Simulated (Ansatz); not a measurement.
**CeZnS3 (model cell, started as cubic perovskite with Ce in the octahedra): relaxing the cell for a phonon run**

Aim: bring CeZnS3 (model cell, started as cubic perovskite with Ce in the octahedra) to small forces and stress, as phonons need.

Calculated with Ansatz 0.2.0; DFT PBEsol, scalar-relativistic, plane waves, PAW; PAW set soft_1.

The structure was built from a prototype and need not be the compound's stable phase.

**1. Starting point**

The structure is cubic, space group Pm-3m (No. 221). The conventional cell has a = 5.312 Å, b = 5.312 Å, c = 5.312 Å, α = 90.00°, β = 90.00°, γ = 90.00°. Nearest to Zn lie 12 S at 3.76 Å. Nearest to Ce lie 6 S at 2.66 Å. S has 2 Ce at 2.66 Å nearest. Farther neighbours and most contacts between anions are not listed.

**2. Probe on a coarse mesh**

First a cheap look: the gap decides the mesh and the occupations, the pressure tells how far the cell has to move.

Input file input.yaml:

```yaml
crystal:
  lattice:
    - [5.3116, 0.0, 0.0]
    - [0.0, 5.3116, 0.0]
    - [0.0, 0.0, 5.3116]
  atoms:
    - { symbol: Zn, position: [0.0, 0.0, 0.0] }
    - { symbol: Ce, position: [0.5, 0.5, 0.5] }
    - { symbol: S, position: [0.5, 0.5, 0.0] }
    - { symbol: S, position: [0.5, 0.0, 0.5] }
    - { symbol: S, position: [0.0, 0.5, 0.5] }
kpoints:
  mp_grid: { grid: [4, 4, 4] }
hamiltonian:
  xc: pbesol
  pseudopotentials: { kind: paw, azcp: { folder: soft_1 }, xc_functional: pbe }
scf:
  occupations: { method: gaussian, width: 0.1 }
output:
  forces: true
  stress: true
  eigenvalues: true
```

Command:

```console
$ ansatz run input.yaml --threads 4 --pin off --max-ram 16384MiB --backend cpu --events-out ev --progress --plain --runs-dir out
```

Numbers of over 12 decimals in the logs are rounded to 6 here.

Log:

```text
band count auto-derived: 31 (N_el = 42.0; filled up to band 21; 26 by the electrons, moments and atoms)
Engine: ansatz 0.2.0, aarch64-unknown-linux-gnu
Pseudopotentials: kind: paw
Pseudopotential: Zn, paw, valence charge 12, recommended cutoff 420 eV (normal), soft_1/Zn.paw.azcp
Pseudopotential: Ce, paw, valence charge 12, recommended cutoff 420 eV (normal), soft_1/Ce.paw.azcp
[...]
k-point 0: bands = [... 17 lower, 2.9103, 2.9103, 3.1895, 3.1895, 3.1895, 4.9334, 5.2855, 5.2855, ... 6 higher]
  k-point 1: bands = [... 17 lower, 2.7343, 2.8037, 3.1773, 3.1773, 3.4933, 4.9289, 5.0958, 5.0958, ... 6 higher]
  k-point 2: bands = [... 17 lower, 2.6241, 2.7032, 3.1763, 3.1763, 4.1170, 4.9245, 5.0118, 5.0118, ... 6 higher]
  k-point 9: bands = [... 17 lower, 0.9584, 2.3770, 3.9822, 3.9822, 3.9822, 4.9034, 4.9034, 4.9034, ... 6 higher]
[key lines of the parts left out:]
SCF converged after 11 iterations
Free energy (F): -12422.226356 eV
Fermi energy:    3.510498 eV
P = ⅓ Tr σ = -2.2560 GPa (-22.560 kbar)
```

Elapsed: 1.3 s, on 4 threads of Arm Neoverse V1, shared host; peak memory 0.46 GiB.

This step gave:

```yaml
pressure: -2.256 GPa
volume_per_atom: 29.97 Å³
gap_on_the_k_mesh: 0 eV
```

The coarse mesh shows no gap and a pressure of -2.3 GPa.

**3. Bringing the structure to rest**

Harmonic phonons are second derivatives at a point where the forces vanish, and they are wanted at zero stress, so atoms and cell are relaxed first.

Edit input.yaml of step 2 so:

```diff
@@ -12,3 +12,3 @@
 kpoints:
-  mp_grid: { grid: [4, 4, 4] }
+  mp_grid: { grid: [8, 8, 8] }
 hamiltonian:
@@ -22 +22,6 @@
   eigenvalues: true
+relax:
+  adjacent_minimum: "off"
+  f_tol: 0.005
+  max_steps: 80
+  cell: { stress_tol: 0.05 }
```

Log:

```text
[...]
Crystal: 5 atoms, lattice volume = 149.857 Å³
Basis set: ecut = 420 eV, 2945 PW (Γ), exchange–correlation on 72×72×72 points (8 copies of the dense FFT grid, shifted against one another)
Bands: 31, of which v1, the nominal top of the filled ones, is band 21 counted from 1 (20 counted from 0)
Symmetry: 48 space group operations
[...]
k-points: 35 of 512
[...]
SCF iter   1: F=—  HF=-12429.118090 eV  |F-HF|=—  |Δ(HF+E_count)|=         —  Δρ=2.96e-1  dr2=2.29e2  ethr=3.10e-3  ⟨swp⟩=6.0  Hψ=5162  notcnv=0
[...]
SCF iter  12: F=-12422.274153 eV  HF=-12422.274154 eV  |F-HF|=5.31e-8  |Δ(HF+E_count)|=   1.58e-8  Δρ=4.64e-6  dr2=6.13e-8  ethr=2.38e-10  ⟨swp⟩=12.2  Hψ=5176  notcnv=0
SCF 1 converged in 12 iterations: F = -12422.274153 eV  dr2 = 6.13e-8
[...]
relax step   1: F+E_penalty+E_count = -12422.27415346 eV  Δ(F+E_penalty+E_count) = +0.000e0 eV  max|allowed force component| = 2.602e-29 eV/Å  Δτ_max = 0.0000 Å  P = -2.308 GPa  Ω = 149.857 Å³  (12 SCF iters, dr2 threshold 1.00e-7 eV, accepted)
Crystal: 5 atoms, lattice volume = 141.657 Å³
Basis set: ecut = 420 eV, 2777 PW (Γ), exchange–correlation on 72×72×72 points (8 copies of the dense FFT grid, shifted against one another)
[...]
iter 1 solved again at ethr=4.75e-4 eV; its pass at ethr=3.10e-3 eV (dr2=2.00e-1 eV) is discarded
[...]
SCF iter   8: F=-12422.331838 eV  HF=-12422.331838 eV  |F-HF|=6.28e-8  |Δ(HF+E_count)|=   1.27e-6  Δρ=5.99e-6  dr2=7.11e-8  ethr=1.19e-9  ⟨swp⟩=8.9  Hψ=4819  notcnv=0
SCF 2 converged in 8 iterations: F = -12422.331838 eV  dr2 = 7.11e-8
relax step   2: F+E_penalty+E_count = -12422.33183847 eV  Δ(F+E_penalty+E_count) = -5.769e-2 eV  max|allowed force component| = 6.580e-30 eV/Å  Δτ_max = 0.0000 Å  P = +0.234 GPa  Ω = 141.657 Å³  energy of the carried Pulay correction = +1.195e-3 eV  (8 SCF iters, dr2 threshold 5.00e-7 eV, accepted)
Crystal: 5 atoms, lattice volume = 142.374 Å³
Basis set: ecut = 420 eV, 2801 PW (Γ), exchange–correlation on 72×72×72 points (8 copies of the dense FFT grid, shifted against one another)
[...]
SCF iter   6: F=-12422.332204 eV  HF=-12422.332204 eV  |F-HF|=2.61e-8  |Δ(HF+E_count)|=   1.66e-7  Δρ=4.71e-6  dr2=6.11e-8  ethr=3.26e-10  ⟨swp⟩=6.2  Hψ=4664  notcnv=0
SCF 3 converged in 6 iterations: F = -12422.332204 eV  dr2 = 6.11e-8
relax step   3: F+E_penalty+E_count = -12422.33220354 eV  Δ(F+E_penalty+E_count) = -3.651e-4 eV  max|allowed force component| = 3.405e-30 eV/Å  Δτ_max = 0.0000 Å  P = -0.022 GPa  Ω = 142.374 Å³  energy of the carried Pulay correction = +1.087e-3 eV  (6 SCF iters, dr2 threshold 1.37e-7 eV, accepted)
[...]
SCF iter   7: F=-12422.331121 eV  HF=-12422.331121 eV  |F-HF|=5.46e-12  |Δ(HF+E_count)|=  2.04e-10  Δρ=1.06e-7  dr2=2.59e-11  ethr=1.00e-12  ⟨swp⟩=3.6  Hψ=4495  notcnv=0
SCF 4 converged in 7 iterations: F = -12422.331121 eV  dr2 = 2.59e-11
relax step   4: F+E_penalty+E_count = -12422.33112142 eV  Δ(F+E_penalty+E_count) = +1.082e-3 eV  max|allowed force component| = 2.186e-30 eV/Å  Δτ_max = 0.0000 Å  P = -0.022 GPa  Ω = 142.374 Å³  stress off target by 2.20e-2 GPa  SCF on the basis re-selected at this cell (its energy is not comparable with the rows above)  (7 SCF iters)
basis re-selected at this cell: Δ(F+E_penalty+E_count) = +1.082e-3 eV, ΔP = -0.000 GPa vs the last step (what re-selecting the basis moved, of the pressure what is left beyond the Pulay correction that the steps carried, after the strain that the cell walked since its last selection, with what the two solves' SCF thresholds leave and, on support functions, any second-order correction that the steps lacked; it is no m [...]
SCF converged after 7 iterations
Free energy (F): -12422.331121 eV
[...]
Internal energy: -12422.309355 eV  (E = F + TS)
E sigma→0 (E₀):  -12422.320238 eV
Entropy (-TS):   -0.021766 eV (-4.353 meV/atom)
Fermi energy:    4.085079 eV
[...]
--- Stress (GPa, compression-positive) ---
       -0.022003       0.000000      -0.000000
        0.000000      -0.022003      -0.000000
       -0.000000      -0.000000      -0.022003
  P = ⅓ Tr σ = -0.0220 GPa (-0.220 kbar)
--- Band table (eV; the first three rows and the last of 35) ---
  k-point 0: bands = [... 17 lower, 3.3142, 3.3142, 3.7345, 3.7345, 3.7345, 5.5679, 5.9439, 5.9439, ... 6 higher]
  k-point 1: bands = [... 17 lower, 3.2523, 3.2784, 3.5724, 3.7301, 3.7301, 5.5662, 5.8458, 5.8458, ... 6 higher]
  k-point 2: bands = [... 17 lower, 3.1365, 3.1950, 3.7250, 3.7250, 4.0238, 5.5621, 5.7244, 5.7244, ... 6 higher]
  k-point 34: bands = [... 17 lower, 1.3568, 2.8637, 4.4717, 4.4717, 4.4717, 5.5218, 5.5218, 5.5218, ... 6 higher]
--- Relaxed structure (3 steps of the walk, 3 accepted, 1 SCFs on fresh bases) ---
  F+E_penalty+E_count = -12422.33112142 eV   max|allowed force component| = 2.186e-30 eV/Å   (the final SCF, on the basis selected at the relaxed cell)
  cell:  # Å, volume = 142.3744 Å³
    - [5.221684, 0, 0]
    - [0, 5.221684, 0.0]
    - [0, 0.0, 5.221684]
  atoms:
    - { symbol: Zn, position: [0, 0, 0] }
    - { symbol: Ce, position: [0.5, 0.5, 0.5] }
    - { symbol: S, position: [0.5, 0.5, 0] }
    - { symbol: S, position: [0.5, 0, 0.5] }
    - { symbol: S, position: [0, 0.5, 0.5] }
```

Elapsed: 12 s, on 4 threads; peak memory 0.56 GiB; 45 s of CPU time.

Step by step:

| step | energy less that of the first step (eV) | largest force component (eV/Å) | pressure (GPa) | volume (Å³) |
| --- | --- | --- | --- | --- |
| 1 | 0.0000 | 0.0000 | -2.31 | 149.86 |
| 2 | -0.0577 | 0.0000 | 0.23 | 141.66 |
| 3 | -0.0581 | 0.0000 | -0.02 | 142.37 |
| 4* | -0.0570 | 0.0000 | -0.02 | 142.37 |

Relaxation steps marked * repeat the geometry before them on a plane-wave basis chosen anew for their cell, so energy and pressure can jump there.

Forces are held to the 48 operations that the run works with; a distortion that breaks them can't arise in this run.

| conventional cell, symmetrised | before | after | change |
| --- | --- | --- | --- |
| a (Å) | 5.312 | 5.222 | -1.7 % |
| b (Å) | 5.312 | 5.222 | -1.7 % |
| c (Å) | 5.312 | 5.222 | -1.7 % |
| volume (Å³/atom) | 29.97 | 28.47 | -5.0 % |

Final coordinates:

```xyz
5
Lattice="5.2217 0.0000 0.0000 0.0000 5.2217 0.0000 0.0000 0.0000 5.2217" Properties=species:S:1:pos:R:3 pbc="T T T"
Zn    0.0000    0.0000    0.0000
Ce    2.6108    2.6108    2.6108
S     2.6108    2.6108    0.0000
S     2.6108    0.0000    2.6108
S     0.0000    2.6108    2.6108
```

Numbers from this step:

| Property | Result |
| --- | --- |
| pressure | -0.02200 GPa |
| volume per atom | 28.47 Å³ |

In this step the volume went from 29.97 to 28.47 Å³/atom.

**4. Tight relaxation**

Phonons need a cell at rest on their own settings, so the relaxation is repeated with tight tolerances on forces and stress, using the mesh and the filling of the phonon run that follows.

input.yaml, the sections that differ from step 3:

```yaml
crystal:
  lattice:
    - [5.2216841954, 0.0, 0.0]
    - [0.0, 5.2216841954, 0.0]
    - [0.0, 0.0, 5.2216841954]
  atoms:
    - { symbol: Zn, position: [0.0, 0.0, 0.0] }
    - { symbol: Ce, position: [0.5, 0.5, 0.5] }
    - { symbol: S, position: [0.5, 0.5, 0.0] }
    - { symbol: S, position: [0.5, 0.0, 0.5] }
    - { symbol: S, position: [0.0, 0.5, 0.5] }
scf:
  occupations: { method: methfessel_paxton, width: 0.2 }
relax:
  adjacent_minimum: "off"
  f_tol: 0.001
  max_steps: 60
  cell: { stress_tol: 0.01 }
# kpoints, hamiltonian, output: as in step 3
```

Log:

```text
[...]
Crystal: 5 atoms, lattice volume = 142.374 Å³
Basis set: ecut = 420 eV, 2801 PW (Γ), exchange–correlation on 72×72×72 points (8 copies of the dense FFT grid, shifted against one another)
Bands: 31, of which v1, the nominal top of the filled ones, is band 21 counted from 1 (20 counted from 0)
Symmetry: 48 space group operations
[...]
k-points: 35 of 512
[...]
--- Relaxed structure (2 steps of the walk, 2 accepted, 1 SCFs on fresh bases) ---
[...]
cell:  # Å, volume = 142.2505 Å³
    - [5.220169, 0, 0]
    - [0, 5.220169, 0.0]
    - [0, 0.0, 5.220169]
  atoms:
    - { symbol: Zn, position: [0, 0, 0] }
    - { symbol: Ce, position: [0.5, 0.5, 0.5] }
    - { symbol: S, position: [0.5, 0.5, 0] }
    - { symbol: S, position: [0.5, 0, 0.5] }
    - { symbol: S, position: [0, 0.5, 0.5] }
[key lines of the parts left out:]
SCF converged after 7 iterations
Free energy (F): -12422.318629 eV
Fermi energy:    4.082759 eV
P = ⅓ Tr σ = 0.0075 GPa (0.075 kbar)
```

Run time: 8.8 s. Hardware: 4 threads; peak memory 0.53 GiB.

Little changed from the start: no atom moved by 0.005 Å and no cell edge by 0.1 %.

This step gave:

* pressure: 0.007543 GPa
* volume per atom: 28.45 Å³

The forces vanish by symmetry and the pressure is 0.008 GPa, within the tolerances set. The cell now holds 28.45 Å³/atom.

**5. What came out**

```json
{"space group after relaxation (within 0.01 Å)": "Pm-3m", "lattice constant a": "5.220 Å", "lattice constant b": "5.220 Å", "lattice constant c": "5.220 Å", "volume per atom": "28.5 Å³"}
```

The forces vanish by symmetry and the pressure is 0.008 GPa, within the tolerances set. The cell now holds 28.45 Å³/atom. The relaxation keeps the symmetry of its start, so it says nothing on stability against lower symmetry. The runs are without spin polarisation, although Ce often carries a moment. The 4f shell is treated without a U, so valence and screening may be off. Spin-orbit coupling is left out, which can matter for the heavy elements here. The PAW files were made for PBE and serve the other functionals too. The starting cell was built on a prototype and not taken from a measurement, so the phase need not exist.

[Logs are printed without paths, hosts, clocks, repeated set-up lines and the standing remarks that a program may print on its own settings, such as how far it seeks lower states.]

[Hosts, paths, dates, database ids (printed as entryN), source tags and the programs' standing remarks are cut or masked in the printed files.]
